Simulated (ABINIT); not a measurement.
Computed results, one entry a study.

**Quasiparticle gap of InP (F-43m) in ABINIT**

The structure is cubic, space group F-43m (No. 216). The conventional cell has a = 5.861 Å, b = 5.861 Å, c = 5.861 Å, α = 90.00°, β = 90.00°, γ = 90.00°. Nearest to In lie 4 P at 2.54 Å. Nearest to P lie 4 In at 2.54 Å. Farther neighbours, and contacts between anions beyond the nearest, are not listed.

```yaml
method: RPA screening on PBE, plane waves, norm-conserving pseudopotentials (and 2 further levels or steps)
program: ABINIT 10.8.3
settings: cutoff 33 Ha, PseudoDojo scalar-relativistic 0.4 stringent, norm-conserving, ngkpt (4, 4, 4), nband 94, ecuteps 5 Ha, inclvkb 2, shiftk (0, 0, 0), symchi 1, awtr 1, frequency ppm, 4×4×4 k-mesh
cost: 5 runs, 33 s in all on 8 MPI ranks of AMD EPYC 9R45, shared host
notes: The database entry behind the starting cell differs from other determinations of this structure. The cell and positions come from the Crystallography Open Database and are kept as given unless a step says otherwise. Limits: mesh may overstate the screening; no spin-orbit coupling. The 4×4×4 mesh is coarse for this cell, which bears on the long-range parts of exchange and screening. The RPA ε∞ on this mesh reaches over 25; with a narrow direct gap a coarse mesh can overstate it, and the correction is then too small.
pbe_gap: 0.71 eV, direct
g0w0_gap_on_the_mesh: 1.37 eV
gw_settings: 4×4×4 mesh, 94 bands, screening to 136.1 eV, Godby-Needs plasmon pole
known_limits: short of the basis limit; mesh may overstate the screening; no spin-orbit coupling; coarse k mesh
```

G0W0 moves the gap on the mesh from 0.71 eV to 1.37 eV (+0.66 eV), with Z of 0.78 and 0.79 at the edges. Local fields lower the RPA ε∞ on this mesh from 46.93 to 44.44; a Γ-centred mesh this coarse tends to raise both, most where the direct gap is narrow, while a short band sum lowers them.

[Long decimals in the printed logs are rounded to 6 places.]

[Logs are printed without paths, hosts, clocks, repeated set-up lines and the standing remarks that a program may print on its own settings, such as how far it seeks lower states.]

[Paths, hosts, dates, memory and timing lines, banners, echoed tables and standing remarks are left out of the program output; an Ansatz launch command may be rebuilt from the run's recorded settings. Measured values are a selection of at most five: reports struck by readers or far from the other reports are left out. None is set beside runs whose start may be inverted or whose files or cutoffs have a known fault.]

[Runs of the session that timed out or met a known fault of the program may be left out.]

[Hosts, paths, dates, database ids (printed as entryN), source tags and the programs' standing remarks are cut or masked in the printed files.]

[G0W0 gaps are taken among the corrected bands and points alone; a level outside them can change the order at an edge.]

[Where Ansatz stands beside ABINIT at settings called matched, ABINIT's density can come from a denser mesh and the files from another edition; pairs whose starting gaps differed by over 0.03 eV were left out, so agreement reads better than it is.]
